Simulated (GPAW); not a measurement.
## How the form of the self-energy moves the gap of SrCl2 (Fm-3m)

Wanted: the gap of SrCl2 (Fm-3m) under several approximations, with cost.

Calculated with GPAW 26.7.0; LDA and many-body steps on it, plane waves.

### Step 1. Starting point

Symmetry: Fm-3m, No. 225, cubic system. The conventional cell has a = 6.977 Å, b = 6.977 Å, c = 6.977 Å, α = 90.00°, β = 90.00°, γ = 90.00°. Nearest to Sr lie 8 Cl at 3.02 Å. Cl has 4 Sr at 3.02 Å nearest. Farther neighbours and most contacts between anions are not listed.

Coordinates:

```cif
data_structure
_symmetry_space_group_name_H-M 'P 1'
_symmetry_Int_Tables_number 1
_cell_length_a 4.9333
_cell_length_b 4.9333
_cell_length_c 4.9333
_cell_angle_alpha 60.000
_cell_angle_beta 60.000
_cell_angle_gamma 60.000
_cell_volume 84.90
loop_
_atom_site_label
_atom_site_type_symbol
_atom_site_fract_x
_atom_site_fract_y
_atom_site_fract_z
_atom_site_occupancy
Sr1 Sr 0.00000 0.00000 0.00000 1
Cl2 Cl 0.25000 0.25000 0.25000 1
Cl3 Cl 0.75000 0.75000 0.75000 1
```

The cell and positions come from the Crystallography Open Database and are kept as given unless a step says otherwise.

### Step 2. Empty states on the mesh, 4×4×4 mesh, 111 bands

This step: GPAW 26.7.0; DFT, LDA, plane waves, PAW.

The sums over transitions need many empty states on a uniform mesh; this step solves for them.

Contents of run.py:

```python
import json
import numpy as np
from gpaw.mpi import world
from gpaw import GPAW

calc = GPAW('gs.gpw').fixed_density(kpts={'size': (4, 4, 4), 'gamma': True},
    nbands=129,
    convergence={'bands': 111},
    txt='nscf.txt')
calc.write('full.gpw', mode='all')
res = {}
kpts = calc.get_ibz_k_points()
res['kpts'] = kpts
res['eigenvalues'] = [calc.get_eigenvalues(kpt=k) for k in range(len(kpts))]
res['n_electrons'] = calc.get_number_of_electrons()

if world.rank == 0:
    with open('result.json', 'w') as f:
        json.dump(res, f, default=lambda x: x.tolist())
```

Command:

```
$ mpirun -n 4 gpaw python run.py
```

Numbers of over 12 decimals in the logs are rounded to 6 here.

Log:

```text
Diagonalizing LCAO Hamiltonian
Converting LCAO to pw mode
convergence criteria:
- Maximum integral of absolute [eigenst]ate change: 4e-08 eV^2 / valence electron
maximum number of iterations: 100

SCF iterations
|iter     |     time |      energy | eigst |  dens |
|iter:   1|  |             | +4.10 |       |
|iter:   2|  |             | +2.93 |       |
|iter:   3|  |             | +1.77 |       |
[...]
|iter:  11|  |             | -6.69 |       |
|iter:  12|  |             | -7.14 |       |
|iter:  13|  |             | -7.74c|       |
SCF steps: 13
  __  _  _
 | _ |_)|_||  |
 |__||  | ||/\| - 26.7.0

Input parameters:
  mode=PW(ecut=450.000000),
  convergence={'bands': 111},
  gpts=array([25, 25, 25]),
  kpts=MonkhorstPack(size=(4, 4, 4), gamma=True),
  maxiter=100,
  nbands=129,
  occupations=Occupations(name='fermi-dirac', width=0.001, fixmagmom=False),
  parallel={},
  xc=XC(name='LDA')
# Writing to full.gpw (mode='all')
  [... matrices ...]

timing:  # [seconds]
  Total: 0.036  # ━━━━━━━━━━━━━━━━━━━━━━━━━━━━━━━━━━━━━━━━━━━━━━━━━━━━━━━━━━━
```

Elapsed: 17 s, on 4 MPI ranks of Arm Neoverse V1, shared host; peak memory 0.73 GiB.

Numbers from this step:

- gap: 4.883 eV
- k of the valence top: 0.5, 0.5, 0
- k of the conduction bottom: 0, 0, 0
- least direct gap: 5.167 eV
- k points computed: 8
- lowest point of the top converged band, above the valence top: 58.6740 eV

On this mesh the gap is 4.883 eV.

### Step 3. G0W0, Godby-Needs plasmon pole

Now the one-shot GW correction: screening in the RPA, then the self-energy of the levels asked for.

This step: G0W0 on LDA, plane waves, PAW.

Contents of run.py:

```python
import json
import numpy as np
from gpaw.mpi import world
from gpaw.response.g0w0 import G0W0

gw = G0W0('full.gpw',
    filename='gw',
    kpts=[0, 5],
    bands=(10, 14),
    ecut=65,
    nbands=101,
    integrate_gamma='WS',
    ppa=True)
gw.calculate()
res = {mode: {k: v for k, v in r.items() if k != 'sigma_eskwn'}
       for mode, r in gw.all_results.items()}

if world.rank == 0:
    with open('result.json', 'w') as f:
        json.dump(res, f, default=lambda x: x.tolist())
```

Command:

```
$ mpirun -n 4 gpaw python run.py
```

Log:

```text
Using integrator: PointIntegrator
FrequencyGridDescriptor(from 0.000+0.000j to 0.000+27.211j eV, 2 points)
Nonperiodic BCs:  [False False False]
Using integrator: PointIntegrator
FrequencyGridDescriptor(from 0.000+0.000j to 0.000+27.211j eV, 2 points)
Nonperiodic BCs:  [False False False]
  ___  _ _ _
 |   || | | |
 | | || | | |
 |__ ||_____|
 |___|

BZ k-points: Symmetries present (total): 48

  [... matrices ...]
64 k-points: 4 x 4 x 4 Monkhorst-Pack grid + [1/8,1/8,1/8]
8 k-points in the irreducible part of the Brillouin zone
       k-points in crystal coordinates                weights
   0:     0.00000000    0.00000000    0.00000000          1/64
   1:     0.25000000    0.25000000    0.00000000          6/64
   2:     0.25000000    0.25000000    0.25000000          8/64
   3:     0.50000000    0.25000000   -0.25000000          6/64
   4:     0.50000000    0.25000000    0.25000000         12/64
   5:     0.50000000    0.50000000    0.00000000          3/64
   6:     0.50000000    0.50000000    0.25000000         24/64
   7:     0.50000000    0.50000000    0.50000000          4/64

Distributing spins, k-points and bands (1 x 2 x 4) over 4 processes
Number of blocks: 1

Quasi particle states:
k-points (IBZ indices): [0, 5]
Band range: (10, 14)
  [... matrices ...]
Computational parameters:
Plane wave cut-off: 65 eV
Number of bands: 101
Coulomb cutoff: None
Broadening: 0.1 eV

fxc modes: GW
Kernel: RPA
Using Godby-Needs plasmon-pole approximation:
  Fitting energy: i*E0, E0 = 1.000 Hartree
Summing all q:

Calculating screened Coulomb potential
No Coulomb truncation
FrequencyGridDescriptor(from 0.000+0.000j to 0.000+27.211j eV, 2 points)
Removing empty qpoint cache files...

Calculating chi0 body with:
    Ground state adapter containing:
    Number of spins: 1
    Number of kpoints: 64
    Number of irreducible kpoints: 8
    Number of completely occupied states: 12
    Number of partially occupied states: 12
    Occupied states memory: 2.861023 M / cpu

    Linear response parametrization:
    q_c: [0.0, 0.0, 0.0]
    Number of frequency points: 2
    Planewave cutoff: 65.0
    Number of bands: 101
    Number of planewaves: 113
    Broadening (eta): 1e-06
    comm.size: 4
    kncomm.size: 4
    blockcomm.size: 1

    Memory estimate of potentially large arrays:
        chi0_wGG: 0.389679 M / cpu
Integrating chi0 body.

Symmetries of q_c:
    Direct symmetries (Uq -> q): 48
    Indirect symmetries (TUq -> q): 0
In total 48 allowed symmetries.

  [... matrices ...]
8 groups of equivalent kpoints. 87.5% reduction.

Integral kind: response function
Integrating chi0 head and wings.

Symmetries of q_c:
    Direct symmetries (Uq -> q): 48
    Indirect symmetries (TUq -> q): 0
In total 48 allowed symmetries.

  [... matrices ...]
8 groups of equivalent kpoints. 87.5% reduction.

Integral kind: response function wings

Calculating chi0 body with:
    Ground state adapter containing:
    Number of spins: 1
    Number of kpoints: 64
    Number of irreducible kpoints: 8
    Number of completely occupied states: 12
    Number of partially occupied states: 12
    Occupied states memory: 2.861023 M / cpu

    Linear response parametrization:
[... the further q-points ...]

Results:
f:      Occupation numbers
eps:     KS-eigenvalues [eV]
vxc:     KS vxc [eV]
exx:     Exact exchange [eV]
sigma:   Self-energies [eV]
dsigma:  Self-energy derivatives
Z:       Renormalization factors
qp:      QP-energies [eV]

k-point 0 (0): (0.000, 0.000, 0.000)                GW
band       f     eps     vxc     exx   sigma  dsigma       Z      qp
                                                                   GW
  10   1.000   1.091 -16.951 -21.000   2.585  -0.228   0.814  -0.101
  11   1.000   1.091 -16.951 -21.000   2.585  -0.228   0.814  -0.101
  12   0.000   6.321  -9.853  -5.339  -3.215  -0.160   0.862   7.441
  13   0.000   7.284 -11.111  -5.647  -3.342  -0.167   0.857   9.102

k-point 1 (5): (0.500, 0.500, 0.000)                GW
band       f     eps     vxc     exx   sigma  dsigma       Z      qp
                                                                   GW
  10   1.000   1.031 -16.820 -20.818   2.565  -0.229   0.814  -0.136
  11   1.000   1.437 -17.371 -21.317   2.558  -0.228   0.814   0.308
  12   0.000   6.604  -9.757  -4.887  -3.175  -0.161   0.861   8.065
  13   0.000   8.274 -12.906  -7.106  -3.432  -0.173   0.853  10.294
```

It took 27 s on 4 MPI ranks; peak memory 1.1 GiB; 1.8 min of CPU time.

Numbers from this step:

```
G0W0 gap on the points computed              : 7.133 eV
least direct G0W0 gap on the computed points : 7.541 eV
Z at the valence top                         : 0.8141
Z at the conduction bottom                   : 0.8622
starting gap on the mesh                     : 4.883 eV
k of the valence top                         : 0.5, 0.5, 0
k of the conduction bottom                   : 0, 0, 0
```

The gap on the mesh goes from 4.88 eV to 7.13 eV, a correction of +2.25 eV.

### Step 4. G0W0, full frequency, Hilbert transform

run.py: that of step 3 with these lines changed.

```diff
@@ -12,3 +12,5 @@
     integrate_gamma='WS',
-    ppa=True)
+    frequencies={'type': 'nonlinear', 'domega0': 0.1, 'omega2': 15.0},
+    eta=0.1,
+    nblocksmax=True)
 gw.calculate()
```

Command:

```
$ mpirun -n 4 gpaw python run.py
```

Log:

```text
Using integrator: PointIntegrator
NonLinearFrequencyDescriptor(from 0.000 to 89.723 eV, 259 points)
Nonperiodic BCs:  [False False False]
Using integrator: PointIntegrator
NonLinearFrequencyDescriptor(from 0.000 to 89.723 eV, 259 points)
Nonperiodic BCs:  [False False False]
  ___  _ _ _
 |   || | | |
 | | || | | |
 |__ ||_____|
 |___|

BZ k-points: Symmetries present (total): 48

  [... matrices ...]
64 k-points: 4 x 4 x 4 Monkhorst-Pack grid + [1/8,1/8,1/8]
8 k-points in the irreducible part of the Brillouin zone
       k-points in crystal coordinates                weights
   0:     0.00000000    0.00000000    0.00000000          1/64
   1:     0.25000000    0.25000000    0.00000000          6/64
   2:     0.25000000    0.25000000    0.25000000          8/64
[...]
6:     0.50000000    0.50000000    0.25000000         24/64
   7:     0.50000000    0.50000000    0.50000000          4/64

Distributing spins, k-points and bands (1 x 2 x 4) over 1 process
Number of blocks: 4

Quasi particle states:
k-points (IBZ indices): [0, 5]
Band range: (10, 14)
  [... matrices ...]
Computational parameters:
Plane wave cut-off: 65 eV
Number of bands: 101
Coulomb cutoff: None
Broadening: 0.1 eV

fxc modes: GW
Kernel: RPA
Using full-frequency real axis integration
Summing all q:

Calculating screened Coulomb potential
No Coulomb truncation
NonLinearFrequencyDescriptor(from 0.000 to 89.723 eV, 259 points)
Removing empty qpoint cache files...

Calculating chi0 body with:
    Ground state adapter containing:
    Number of spins: 1
    Number of kpoints: 64
    Number of irreducible kpoints: 8
    Number of completely occupied states: 12
    Number of partially occupied states: 12
    Occupied states memory: 2.861023 M / cpu

    Linear response parametrization:
    q_c: [0.0, 0.0, 0.0]
    Number of frequency points: 259
    Planewave cutoff: 65.0
    Number of bands: 101
    Number of planewaves: 113
    Broadening (eta): 0.1
    comm.size: 4
    kncomm.size: 1
    blockcomm.size: 4

    Memory estimate of potentially large arrays:
        chi0_wGG: 12.615856 M / cpu
Integrating chi0 body.

Symmetries of q_c:
    Direct symmetries (Uq -> q): 48
    Indirect symmetries (TUq -> q): 0
In total 48 allowed symmetries.

  [... matrices ...]
8 groups of equivalent kpoints. 87.5% reduction.

Integral kind: spectral function
Integrating chi0 head and wings.

Symmetries of q_c:
    Direct symmetries (Uq -> q): 48
    Indirect symmetries (TUq -> q): 0
In total 48 allowed symmetries.

  [... matrices ...]
8 groups of equivalent kpoints. 87.5% reduction.

Integral kind: spectral function wings

Calculating chi0 body with:
    Ground state adapter containing:
    Number of spins: 1
    Number of kpoints: 64
    Number of irreducible kpoints: 8
    Number of completely occupied states: 12
    Number of partially occupied states: 12
    Occupied states memory: 2.861023 M / cpu

[... the further q-points ...]

Results:
f:      Occupation numbers
eps:     KS-eigenvalues [eV]
vxc:     KS vxc [eV]
exx:     Exact exchange [eV]
sigma:   Self-energies [eV]
dsigma:  Self-energy derivatives
Z:       Renormalization factors
qp:      QP-energies [eV]

k-point 0 (0): (0.000, 0.000, 0.000)                GW
band       f     eps     vxc     exx   sigma  dsigma       Z      qp
                                                                   GW
  10   1.000   1.091 -16.951 -21.000   2.581  -0.260   0.794  -0.074
  11   1.000   1.091 -16.951 -21.000   2.581  -0.260   0.794  -0.074
  12   0.000   6.321  -9.853  -5.339  -3.181  -0.182   0.846   7.450
[...]
k-point 1 (5): (0.500, 0.500, 0.000)                GW
band       f     eps     vxc     exx   sigma  dsigma       Z      qp
                                                                   GW
[...]
12   0.000   6.604  -9.757  -4.887  -3.147  -0.176   0.851   8.070
  13   0.000   8.274 -12.906  -7.106  -3.422  -0.186   0.843  10.279
```

Wall time 49 s (4 MPI ranks); peak memory 1.2 GiB; 3.3 min of CPU time.

Numbers from this step:

```yaml
g0w0_gap_on_the_points_computed: 7.132 eV
least_direct_g0w0_gap_on_the_computed_points: 7.524 eV
z_at_the_valence_top: 0.8023
z_at_the_conduction_bottom: 0.8463
starting_gap_on_the_mesh: 4.883 eV
k_of_the_valence_top: 0.5, 0.5, 0
k_of_the_conduction_bottom: 0, 0, 0
```

Against G0W0 in GPAW (4×4×4 mesh, 101 bands, screening to 65 eV, Godby-Needs plasmon pole), the gap moves by −0.001 eV.

### Step 5. G0W0, multipole

run.py: that of step 4 with these lines changed.

```diff
@@ -12,5 +12,3 @@
     integrate_gamma='WS',
-    frequencies={'type': 'nonlinear', 'domega0': 0.1, 'omega2': 15.0},
-    eta=0.1,
-    nblocksmax=True)
+    mpa={'npoles': 4, 'wrange': [0, 40], 'varpi': 20.0, 'eta0': 0.01, 'eta_rest': 1.0, 'alpha': 1})
 gw.calculate()
```

Command:

```
$ mpirun -n 4 gpaw python run.py
```

Log:

```text
Using integrator: PointIntegrator
FrequencyGridDescriptor(from 0.000+0.010j to 40.000+20.000j eV, 8 points)
Nonperiodic BCs:  [False False False]
Using integrator: PointIntegrator
FrequencyGridDescriptor(from 0.000+0.010j to 40.000+20.000j eV, 8 points)
Nonperiodic BCs:  [False False False]
  ___  _ _ _
 |   || | | |
 | | || | | |
 |__ ||_____|
 |___|

BZ k-points: Symmetries present (total): 48

  [... matrices ...]
64 k-points: 4 x 4 x 4 Monkhorst-Pack grid + [1/8,1/8,1/8]
8 k-points in the irreducible part of the Brillouin zone
[...]
GW
  10   1.000   1.091 -16.951 -21.000   2.582  -0.257   0.796  -0.076
  11   1.000   1.091 -16.951 -21.000   2.582  -0.257   0.796  -0.076
  12   0.000   6.321  -9.853  -5.339  -3.178  -0.173   0.852   7.460
[...]
k-point 1 (5): (0.500, 0.500, 0.000)                GW
band       f     eps     vxc     exx   sigma  dsigma       Z      qp
                                                                   GW
[...]
12   0.000   6.604  -9.757  -4.887  -3.146  -0.179   0.848   8.066
  13   0.000   8.274 -12.906  -7.106  -3.421  -0.196   0.836  10.263
```

Elapsed: 39 s, on 4 MPI ranks; peak memory 1.2 GiB; 2.6 min of CPU time.

Numbers from this step:

```yaml
g0w0_gap_on_the_points_computed: 7.135 eV
least_direct_g0w0_gap_on_the_computed_points: 7.536 eV
starting_gap_on_the_mesh: 4.883 eV
k_of_the_valence_top: 0.5, 0.5, 0
k_of_the_conduction_bottom: 0, 0, 0
```

Against G0W0 in GPAW (4×4×4 mesh, 101 bands, screening to 65 eV, Godby-Needs plasmon pole), the gap moves by +0.002 eV.

### Step 6. The runs together

Times are wall times on 4 MPI ranks of Arm Neoverse V1, shared host, good to a factor of about two.

| run | mesh | bands | screening cutoff (eV) | DFT gap (eV) | gap on the mesh (eV) | direct (eV) | time |
| --- | --- | --- | --- | --- | --- | --- | --- |
| G0W0, Godby-Needs plasmon pole | 4×4×4 | 101 | 65 | 4.883 | 7.133 | 7.541 | 27 s |
| G0W0, full frequency, Hilbert transform | 4×4×4 | 101 | 65 | 4.883 | 7.132 | 7.524 | 49 s |
| G0W0, multipole | 4×4×4 | 101 | 65 | 4.883 | 7.135 | 7.536 | 39 s |

### Step 7. Summary of results

```yaml
g0w0_godby_needs_plasmon_pole: 7.133 eV
g0w0_full_frequency_hilbert_transform: 7.132 eV
g0w0_multipole: 7.135 eV
known_limits: not at the basis limit; no spin-orbit coupling
```

What this shows: G0W0, full frequency, Hilbert transform: −0.001 eV against G0W0, Godby-Needs plasmon pole. G0W0, multipole: +0.002 eV against G0W0, Godby-Needs plasmon pole. Bands and cutoff are finite, so the gap is not at the basis limit. The miss can reach some tenths of an eV and take either sign; the mesh is an error of its own. These stock PAW sets were not made for GW. In the G0W0 runs levels were corrected at 2 k points alone, so a gap called «on the mesh» is the least over those, and an edge elsewhere would be missed. The many-body steps are scalar-relativistic: spin-orbit coupling is not in them.

[Paths, hosts, dates, memory and timing lines, banners, echoed tables and standing remarks are left out of the program output.]

[Logs are printed without paths, hosts, clocks, repeated set-up lines and the standing remarks that a program may print on its own settings, such as how far it seeks lower states.]

[Runs of the session that timed out or met a known fault of the program may be left out.]

[Hosts, paths, dates, database ids (printed as entryN), source tags and the programs' standing remarks are cut or masked in the printed files.]
